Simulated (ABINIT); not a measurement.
# MgS (Niningerite): a self-consistent loop beyond G0W0, cycle by cycle

Wanted: G0W0 and self-consistent gaps of MgS (Niningerite), with the cost of the cycles.

Calculated with ABINIT 10.8.3; LDA and many-body steps on it, plane waves.

This is a report of a sequence of runs, with most program output left out.

## 1. Set-up

Symmetry: Fm-3m, No. 225, cubic system. Conventional cell: a = 5.203 Å, b = 5.203 Å, c = 5.203 Å, α = 90.00°, β = 90.00°, γ = 90.00°. Nearest to Mg lie 6 S at 2.60 Å. Nearest to S lie 6 Mg at 2.60 Å. Farther neighbours and most contacts between anions are not listed.

The cell and positions come from the Crystallography Open Database and are kept as given unless a step says otherwise.

## 2. Empty states on the mesh, 4×4×4 mesh, 54 bands

This step: ABINIT 10.8.3; DFT, LDA, plane waves, norm-conserving pseudopotentials.

The sums over transitions need many empty states on a uniform mesh; this step solves for them.

The input, run.abi:

```
acell 3*1.0 Angstrom
rprim 
  0.000000000000 2.601650000000 2.601650000000
  2.601650000000 0.000000000000 2.601650000000
  2.601650000000 2.601650000000 0.000000000000
ntypat 2
znucl 12 16
natom 2
typat 1 2
xred 
  0.000000000000 0.000000000000 0.000000000000
  0.500000000000 0.500000000000 0.500000000000
pp_dirpath "pseudos"
pseudos "Mg.upf, S.upf"
ecut 38
ngkpt 4 4 4
nshiftk 1
shiftk 0 0 0
kptopt 1
chksymbreak 0
iscf -2
irdden 1
istwfk *1
nband 54
nbdbuf 4
tolwfr 1e-09
nstep 60
prtvol 0
indata_prefix "in"
outdata_prefix "out"
tmpdata_prefix "tmp"
```

On the command line:

```console
> OMP_NUM_THREADS=1 mpirun -n 4 abinit run.abi > log
```

The job ended after 6.2 s (4 MPI ranks of Arm Neoverse V2, shared host; peak memory 0.28 GiB).

This step gave:

```
gap                                                           : 2.559 eV
k of the valence top                                          : 0, 0, 0
k of the conduction bottom                                    : 0.5, 0.5, 0
least direct gap                                              : 3.476 eV
k points computed                                             : 8
lowest point of the top converged band, above the valence top : 53.1076 eV
```

On this mesh the gap is 2.559 eV.

The density comes from a self-consistent run that is not shown.

## 3. Screening, 4×4×4 mesh, 50 bands, screening to 130.6 eV

The RPA dielectric matrix is built and inverted for each q.

This step: RPA screening on LDA, plane waves, norm-conserving pseudopotentials.

Changes to run.abi since step 2:

```diff
@@ -20,10 +20,11 @@
 chksymbreak 0
-iscf -2
-irdden 1
 istwfk *1
-nband 54
-nbdbuf 4
-tolwfr 1e-09
-nstep 60
-prtvol 0
+occopt 1
+irdwfk 1
+optdriver 3
+nband 50
+ecuteps 4.8
+inclvkb 2
+awtr 1
+symchi 1
 indata_prefix "in"
```

It took 4.6 s on 4 MPI ranks; peak memory 0.49 GiB.

Numbers from this step:

```
ε∞ with local fields, on this mesh, along the program's q direction : 6.557
the same without local fields                                       : 7.547
plasma frequency                                                    : 25.03 eV
plane waves in the screening matrix                                 : 113
```

Local fields lower ε∞ by 13 %. On a Γ-centred mesh this coarse the value itself is usually too large, while a short band sum pulls it down.

## 4. G0W0

The self-energy is evaluated for the states that the input lists, and the levels follow from it, in one-shot runs by the linearised quasiparticle equation.

This step: G0W0 on LDA, plane waves, norm-conserving pseudopotentials.

Changes to run.abi since step 3:

```diff
@@ -23,8 +23,17 @@
 irdwfk 1
-optdriver 3
+optdriver 4
 nband 50
+gwcalctyp 0
+ecutsigx 38
+symsigma 1
+nkptgw 2
+kptgw 
+  0.0000000000 0.0000000000 0.0000000000
+  0.5000000000 0.5000000000 0.0000000000
+bdgw 
+  6 12
+  7 10
 ecuteps 4.8
-inclvkb 2
-awtr 1
-symchi 1
+irdscr 1
+ppmodel 1
 indata_prefix "in"
```

The job ended after 2.8 s (4 MPI ranks; peak memory 0.16 GiB).

This step gave:

* G0W0 gap on the points computed: 4.290 eV
* starting gap on the mesh: 2.559 eV
* k of the valence top: 0, 0, 0
* k of the conduction bottom: 0.5, 0.5, 0
* Z at the valence top: 0.784
* Z at the conduction bottom: 0.817
* least direct G0W0 gap on the computed points: 5.110 eV

The gap on the mesh goes from 2.56 eV to 4.29 eV, a correction of +1.73 eV.

## 5. evGW0, cycle 1

This step: evGW0 on LDA, plane waves, norm-conserving pseudopotentials.

Changes to run.abi since step 4:

```diff
@@ -25,12 +25,24 @@
 nband 50
-gwcalctyp 0
+gwcalctyp 10
 ecutsigx 38
 symsigma 1
-nkptgw 2
+nkptgw 8
 kptgw 
   0.0000000000 0.0000000000 0.0000000000
+  0.2500000000 0.0000000000 0.0000000000
+  0.5000000000 0.0000000000 0.0000000000
+  0.2500000000 0.2500000000 0.0000000000
+  0.5000000000 0.2500000000 0.0000000000
+  -0.2500000000 0.2500000000 0.0000000000
   0.5000000000 0.5000000000 0.0000000000
+  -0.2500000000 0.5000000000 0.2500000000
 bdgw 
-  6 12
-  7 10
+  1 22
+  1 22
+  1 22
+  1 22
+  1 22
+  1 22
+  1 22
+  1 22
 ecuteps 4.8
```

Run time: 31 s. Hardware: 4 MPI ranks; peak memory 1.1 GiB; 2.1 min of CPU time.

This step gave:

| Item | Value |
| --- | --- |
| quasiparticle gap on the mesh | 4.718 eV |
| gap of the density functional on the mesh | 2.559 eV |
| k of the valence top | 0, 0, 0 |
| k of the conduction bottom | 0.5, 0.5, 0 |
| Z at the valence top | 0.784 |
| Z at the conduction bottom | 0.817 |
| least direct quasiparticle gap on the computed points | 5.527 eV |

Against G0W0 in ABINIT (4×4×4 mesh, 50 bands, screening to 130.6 eV, Godby-Needs plasmon pole), the gap moves by +0.428 eV. This first cycle still uses the starting levels and takes the full correction.

## 6. evGW0, cycle 2

The corrected levels of the last cycle go back in.

Changes to run.abi since step 5:

```diff
@@ -50,2 +50,3 @@
 ppmodel 1
+irdqps 1
 indata_prefix "in"
```

It took 32 s on 4 MPI ranks; peak memory 1.3 GiB.

Numbers from this step:

- quasiparticle gap on the mesh: 4.507 eV
- gap of the density functional on the mesh: 2.559 eV
- k of the valence top: 0, 0, 0
- k of the conduction bottom: 0.5, 0.5, 0
- least direct quasiparticle gap on the computed points: 5.336 eV

Against the cycle before, the gap moves by −0.211 eV.

## 7. evGW0, cycle 3

run.abi is that of step 6.

Run time: 31 s. Hardware: 4 MPI ranks; peak memory 1.3 GiB.

This step gave:

- quasiparticle gap on the mesh: 4.532 eV
- gap of the density functional on the mesh: 2.559 eV
- k of the valence top: 0, 0, 0
- k of the conduction bottom: 0.5, 0.5, 0
- least direct quasiparticle gap on the computed points: 5.356 eV

Against the cycle before, the gap moves by +0.025 eV.

## 8. evGW0, cycle 4

run.abi is that of step 7.

Elapsed: 32 s, on 4 MPI ranks; peak memory 1.3 GiB; 2.1 min of CPU time.

This step gave:

* quasiparticle gap on the mesh: 4.527 eV
* gap of the density functional on the mesh: 2.559 eV
* k of the valence top: 0, 0, 0
* k of the conduction bottom: 0.5, 0.5, 0
* least direct quasiparticle gap on the computed points: 5.353 eV

Against the cycle before, the gap moves by −0.005 eV.

## 9. Screening, 4×4×4 mesh, 50 bands, screening to 130.6 eV

This step: RPA screening on LDA, plane waves, norm-conserving pseudopotentials.

The input, run.abi:

```
acell 3*1.0 Angstrom
rprim 
  0.000000000000 2.601650000000 2.601650000000
  2.601650000000 0.000000000000 2.601650000000
  2.601650000000 2.601650000000 0.000000000000
ntypat 2
znucl 12 16
natom 2
typat 1 2
xred 
  0.000000000000 0.000000000000 0.000000000000
  0.500000000000 0.500000000000 0.500000000000
pp_dirpath "pseudos"
pseudos "Mg.upf, S.upf"
ecut 38
ngkpt 4 4 4
nshiftk 1
shiftk 0 0 0
kptopt 1
chksymbreak 0
istwfk *1
occopt 1
irdwfk 1
optdriver 3
nband 50
ecuteps 4.8
inclvkb 2
awtr 1
symchi 1
gwcalctyp 10
mbpt_sciss 1.984 eV
nqptdm 1
qptdm 
  0 0 0
indata_prefix "in"
outdata_prefix "out"
tmpdata_prefix "tmp"
```

Run time: 2.2 s. Hardware: 4 MPI ranks; peak memory 0.13 GiB.

Numbers from this step:

```
ε∞ with local fields, on this mesh, along the program's q direction : 5.230
the same without local fields                                       : 5.895
plasma frequency                                                    : 25.03 eV
plane waves in the screening matrix                                 : 113
```

This screening uses the functional's bands under a rigid shift, the mean opening of the cycle before.

## 10. Screening, 4×4×4 mesh, 50 bands, screening to 130.6 eV

This step: RPA screening on LDA from quasiparticle energies, plane waves, norm-conserving pseudopotentials.

Changes to run.abi since step 9:

```diff
@@ -29,7 +29,13 @@
 symchi 1
+irdqps 1
 gwcalctyp 10
-mbpt_sciss 1.984 eV
-nqptdm 1
+nqptdm 7
 qptdm 
-  0 0 0
+  0.2500000000 0.0000000000 0.0000000000
+  0.5000000000 0.0000000000 0.0000000000
+  0.2500000000 0.2500000000 0.0000000000
+  0.5000000000 0.2500000000 0.0000000000
+  -0.2500000000 0.2500000000 0.0000000000
+  0.5000000000 0.5000000000 0.0000000000
+  -0.2500000000 0.5000000000 0.2500000000
 indata_prefix "in"
```

The input, mrgscr.stdin:

```
2
merged
q0_SCR
out_SCR
1
```

On the command line:

```console
> OMP_NUM_THREADS=1 mpirun -n 4 abinit run.abi > log; mrgscr < mrgscr.stdin
```

Wall time 4.1 s (4 MPI ranks); peak memory 0.46 GiB; 16 s of CPU time.

Numbers from this step:

```yaml
plasma_frequency: 25.03 eV
plane_waves_in_the_screening_matrix: 113
```

This screening reads the quasiparticle levels of the cycle before.

## 11. evGW, cycle 1

This step: evGW on LDA, plane waves, norm-conserving pseudopotentials.

Changes to run.abi since step 10:

```diff
@@ -23,12 +23,10 @@
 irdwfk 1
-optdriver 3
+optdriver 4
 nband 50
-ecuteps 4.8
-inclvkb 2
-awtr 1
-symchi 1
-irdqps 1
 gwcalctyp 10
-nqptdm 7
-qptdm 
+ecutsigx 38
+symsigma 1
+nkptgw 8
+kptgw 
+  0.0000000000 0.0000000000 0.0000000000
   0.2500000000 0.0000000000 0.0000000000
@@ -40,2 +38,15 @@
   -0.2500000000 0.5000000000 0.2500000000
+bdgw 
+  1 22
+  1 22
+  1 22
+  1 22
+  1 22
+  1 22
+  1 22
+  1 22
+ecuteps 4.8
+irdscr 1
+ppmodel 1
+irdqps 1
 indata_prefix "in"
```

On the command line:

```console
> OMP_NUM_THREADS=1 mpirun -n 4 abinit run.abi > log
```

The job ended after 32 s (4 MPI ranks; peak memory 1.3 GiB; 2.1 min of CPU time).

Numbers from this step:

| Item | Value |
| --- | --- |
| quasiparticle gap on the mesh | 4.866 eV |
| gap of the density functional on the mesh | 2.559 eV |
| k of the valence top | 0, 0, 0 |
| k of the conduction bottom | 0.5, 0.5, 0 |
| least direct quasiparticle gap on the computed points | 5.702 eV |

Against G0W0 in ABINIT (4×4×4 mesh, 50 bands, screening to 130.6 eV, Godby-Needs plasmon pole), the gap moves by +0.576 eV.

## 12. Screening, 4×4×4 mesh, 50 bands, screening to 130.6 eV

This step: RPA screening on LDA, plane waves, norm-conserving pseudopotentials.

The input, run.abi:

```
acell 3*1.0 Angstrom
rprim 
  0.000000000000 2.601650000000 2.601650000000
  2.601650000000 0.000000000000 2.601650000000
  2.601650000000 2.601650000000 0.000000000000
ntypat 2
znucl 12 16
natom 2
typat 1 2
xred 
  0.000000000000 0.000000000000 0.000000000000
  0.500000000000 0.500000000000 0.500000000000
pp_dirpath "pseudos"
pseudos "Mg.upf, S.upf"
ecut 38
ngkpt 4 4 4
nshiftk 1
shiftk 0 0 0
kptopt 1
chksymbreak 0
istwfk *1
occopt 1
irdwfk 1
optdriver 3
nband 50
ecuteps 4.8
inclvkb 2
awtr 1
symchi 1
gwcalctyp 10
mbpt_sciss 2.354 eV
nqptdm 1
qptdm 
  0 0 0
indata_prefix "in"
outdata_prefix "out"
tmpdata_prefix "tmp"
```

The job ended after 2.2 s (4 MPI ranks; peak memory 0.13 GiB; 8.6 s of CPU time).

This step gave:

```
ε∞ with local fields, on this mesh, along the program's q direction : 5.055
the same without local fields                                       : 5.679
plasma frequency                                                    : 25.03 eV
plane waves in the screening matrix                                 : 113
```

This screening uses the functional's bands under a rigid shift, the mean opening of the cycle before.

## 13. Screening, 4×4×4 mesh, 50 bands, screening to 130.6 eV

This step: RPA screening on LDA from quasiparticle energies, plane waves, norm-conserving pseudopotentials.

Changes to run.abi since step 12:

```diff
@@ -29,7 +29,13 @@
 symchi 1
+irdqps 1
 gwcalctyp 10
-mbpt_sciss 2.354 eV
-nqptdm 1
+nqptdm 7
 qptdm 
-  0 0 0
+  0.2500000000 0.0000000000 0.0000000000
+  0.5000000000 0.0000000000 0.0000000000
+  0.2500000000 0.2500000000 0.0000000000
+  0.5000000000 0.2500000000 0.0000000000
+  -0.2500000000 0.2500000000 0.0000000000
+  0.5000000000 0.5000000000 0.0000000000
+  -0.2500000000 0.5000000000 0.2500000000
 indata_prefix "in"
```

mrgscr.stdin is that of step 10.

On the command line:

```console
> OMP_NUM_THREADS=1 mpirun -n 4 abinit run.abi > log; mrgscr < mrgscr.stdin
```

Wall time 4.1 s (4 MPI ranks); peak memory 0.46 GiB.

This step gave:

* plasma frequency: 25.03 eV
* plane waves in the screening matrix: 113

This screening reads the quasiparticle levels of the cycle before.

## 14. evGW, cycle 2

This step: evGW on LDA, plane waves, norm-conserving pseudopotentials.

Changes to run.abi since step 13:

```diff
@@ -23,12 +23,10 @@
 irdwfk 1
-optdriver 3
+optdriver 4
 nband 50
-ecuteps 4.8
-inclvkb 2
-awtr 1
-symchi 1
-irdqps 1
 gwcalctyp 10
-nqptdm 7
-qptdm 
+ecutsigx 38
+symsigma 1
+nkptgw 8
+kptgw 
+  0.0000000000 0.0000000000 0.0000000000
   0.2500000000 0.0000000000 0.0000000000
@@ -40,2 +38,15 @@
   -0.2500000000 0.5000000000 0.2500000000
+bdgw 
+  1 22
+  1 22
+  1 22
+  1 22
+  1 22
+  1 22
+  1 22
+  1 22
+ecuteps 4.8
+irdscr 1
+ppmodel 1
+irdqps 1
 indata_prefix "in"
```

On the command line:

```console
> OMP_NUM_THREADS=1 mpirun -n 4 abinit run.abi > log
```

Elapsed: 33 s, on 4 MPI ranks; peak memory 1.3 GiB.

This step gave:

```yaml
quasiparticle_gap_on_the_mesh: 4.911 eV
gap_of_the_density_functional_on_the_mesh: 2.559 eV
k_of_the_valence_top: 0, 0, 0
k_of_the_conduction_bottom: 0.5, 0.5, 0
least_direct_quasiparticle_gap_on_the_computed_points: 5.748 eV
```

Against the cycle before, the gap moves by +0.045 eV.

## 15. Screening, 4×4×4 mesh, 50 bands, screening to 130.6 eV

This step: RPA screening on LDA, plane waves, norm-conserving pseudopotentials.

The input, run.abi:

```
acell 3*1.0 Angstrom
rprim 
  0.000000000000 2.601650000000 2.601650000000
  2.601650000000 0.000000000000 2.601650000000
  2.601650000000 2.601650000000 0.000000000000
ntypat 2
znucl 12 16
natom 2
typat 1 2
xred 
  0.000000000000 0.000000000000 0.000000000000
  0.500000000000 0.500000000000 0.500000000000
pp_dirpath "pseudos"
pseudos "Mg.upf, S.upf"
ecut 38
ngkpt 4 4 4
nshiftk 1
shiftk 0 0 0
kptopt 1
chksymbreak 0
istwfk *1
occopt 1
irdwfk 1
optdriver 3
nband 50
ecuteps 4.8
inclvkb 2
awtr 1
symchi 1
gwcalctyp 10
mbpt_sciss 2.406 eV
nqptdm 1
qptdm 
  0 0 0
indata_prefix "in"
outdata_prefix "out"
tmpdata_prefix "tmp"
```

The job ended after 2.2 s (4 MPI ranks; peak memory 0.13 GiB; 8.5 s of CPU time).

Numbers from this step:

```
ε∞ with local fields, on this mesh, along the program's q direction : 5.032
the same without local fields                                       : 5.650
plasma frequency                                                    : 25.03 eV
plane waves in the screening matrix                                 : 113
```

This screening uses the functional's bands under a rigid shift, the mean opening of the cycle before.

## 16. Screening, 4×4×4 mesh, 50 bands, screening to 130.6 eV

This step: RPA screening on LDA from quasiparticle energies, plane waves, norm-conserving pseudopotentials.

Changes to run.abi since step 15:

```diff
@@ -29,7 +29,13 @@
 symchi 1
+irdqps 1
 gwcalctyp 10
-mbpt_sciss 2.406 eV
-nqptdm 1
+nqptdm 7
 qptdm 
-  0 0 0
+  0.2500000000 0.0000000000 0.0000000000
+  0.5000000000 0.0000000000 0.0000000000
+  0.2500000000 0.2500000000 0.0000000000
+  0.5000000000 0.2500000000 0.0000000000
+  -0.2500000000 0.2500000000 0.0000000000
+  0.5000000000 0.5000000000 0.0000000000
+  -0.2500000000 0.5000000000 0.2500000000
 indata_prefix "in"
```

mrgscr.stdin is that of step 13.

On the command line:

```console
> OMP_NUM_THREADS=1 mpirun -n 4 abinit run.abi > log; mrgscr < mrgscr.stdin
```

The job ended after 4.1 s (4 MPI ranks; peak memory 0.46 GiB; 16 s of CPU time).

This step gave:

* plasma frequency: 25.03 eV
* plane waves in the screening matrix: 113

This screening reads the quasiparticle levels of the cycle before.

## 17. evGW, cycle 3

This step: evGW on LDA, plane waves, norm-conserving pseudopotentials.

Changes to run.abi since step 16:

```diff
@@ -23,12 +23,10 @@
 irdwfk 1
-optdriver 3
+optdriver 4
 nband 50
-ecuteps 4.8
-inclvkb 2
-awtr 1
-symchi 1
-irdqps 1
 gwcalctyp 10
-nqptdm 7
-qptdm 
+ecutsigx 38
+symsigma 1
+nkptgw 8
+kptgw 
+  0.0000000000 0.0000000000 0.0000000000
   0.2500000000 0.0000000000 0.0000000000
@@ -40,2 +38,15 @@
   -0.2500000000 0.5000000000 0.2500000000
+bdgw 
+  1 22
+  1 22
+  1 22
+  1 22
+  1 22
+  1 22
+  1 22
+  1 22
+ecuteps 4.8
+irdscr 1
+ppmodel 1
+irdqps 1
 indata_prefix "in"
```

On the command line:

```console
> OMP_NUM_THREADS=1 mpirun -n 4 abinit run.abi > log
```

Wall time 32 s (4 MPI ranks); peak memory 1.3 GiB.

Numbers from this step:

| Item | Value |
| --- | --- |
| quasiparticle gap on the mesh | 4.917 eV |
| gap of the density functional on the mesh | 2.559 eV |
| k of the valence top | 0, 0, 0 |
| k of the conduction bottom | 0.5, 0.5, 0 |
| least direct quasiparticle gap on the computed points | 5.754 eV |

Against the cycle before, the gap moves by +0.006 eV.

## 18. Side by side

Times are wall times on 4 MPI ranks of Arm Neoverse V2, shared host, good to a factor of about two. A run's time includes the screening step that it read.

```tsv
run	mesh	bands	screening cutoff (eV)	DFT gap (eV)	gap on the mesh (eV)	direct (eV)	ε∞ used	time
G0W0	4×4×4	50	130.6	2.559	4.290	5.110	6.56	7.4 s
evGW0, cycle 1	4×4×4	50	130.6	2.559	4.718	5.527	6.56	36 s
evGW0, cycle 2	4×4×4	50	130.6	2.559	4.507	5.336	6.56	37 s
evGW0, cycle 3	4×4×4	50	130.6	2.559	4.532	5.356	6.56	36 s
evGW0, cycle 4	4×4×4	50	130.6	2.559	4.527	5.353	6.56	36 s
evGW, cycle 1	4×4×4	50	130.6	2.559	4.866	5.702	5.23	38 s
evGW, cycle 2	4×4×4	50	130.6	2.559	4.911	5.748	5.05	39 s
evGW, cycle 3	4×4×4	50	130.6	2.559	4.917	5.754	5.03	38 s
```

## 19. Results

```yaml
g0w0: 4.290 eV
evgw0_cycle_1: 4.718 eV
evgw0_cycle_2: 4.507 eV
evgw0_cycle_3: 4.532 eV
evgw0_cycle_4: 4.527 eV
evgw_cycle_1: 4.866 eV
evgw_cycle_2: 4.911 eV
evgw_cycle_3: 4.917 eV
known_limits: not at the basis limit; coarse k mesh
```

Only the bands that the input lists are updated; the others, empty or deep, keep the functional's energies or take a rigid shift. The evGW loop starts from the last levels of evGW0, so its cycles and time come on top of those. evGW0 ends at 4.53 eV, +0.24 eV from G0W0, after 4 cycles that took 2.1 min beside the first screening; the last moved the gap by 0.005 eV. evGW ends at 4.92 eV, +0.63 eV from G0W0, after 3 cycles that took 1.9 min beside the first screening; the last moved the gap by 0.006 eV. The first cycle of evGW0 takes the full correction, without the factor Z, so it overshoots the one-shot value. Bands and cutoff are finite, so the gap is not at the basis limit. The miss can reach some tenths of an eV and take either sign; the mesh is an error of its own. The 4×4×4 mesh is coarse for this cell, which bears on the long-range parts of exchange and screening. In the updated screening the q = 0 part is built from Kohn-Sham bands under a rigid shift, the other q from the quasiparticle levels.

[Paths, hosts, dates, memory and timing lines, banners, echoed tables and standing remarks are left out of the program output.]

[Logs are printed without paths, hosts, clocks, repeated set-up lines and the standing remarks that a program may print on its own settings, such as how far it seeks lower states.]

[Runs of the session that timed out or met a known fault of the program may be left out.]

[Hosts, paths, dates, database ids (printed as entryN), source tags and the programs' standing remarks are cut or masked in the printed files.]

[G0W0 gaps are taken among the corrected bands and points alone; a level outside them can change the order at an edge.]

[Where Ansatz stands beside ABINIT at settings called matched, ABINIT's density can come from a denser mesh and the files from another edition; pairs whose starting gaps differed by over 0.03 eV were left out, so agreement reads better than it is.]
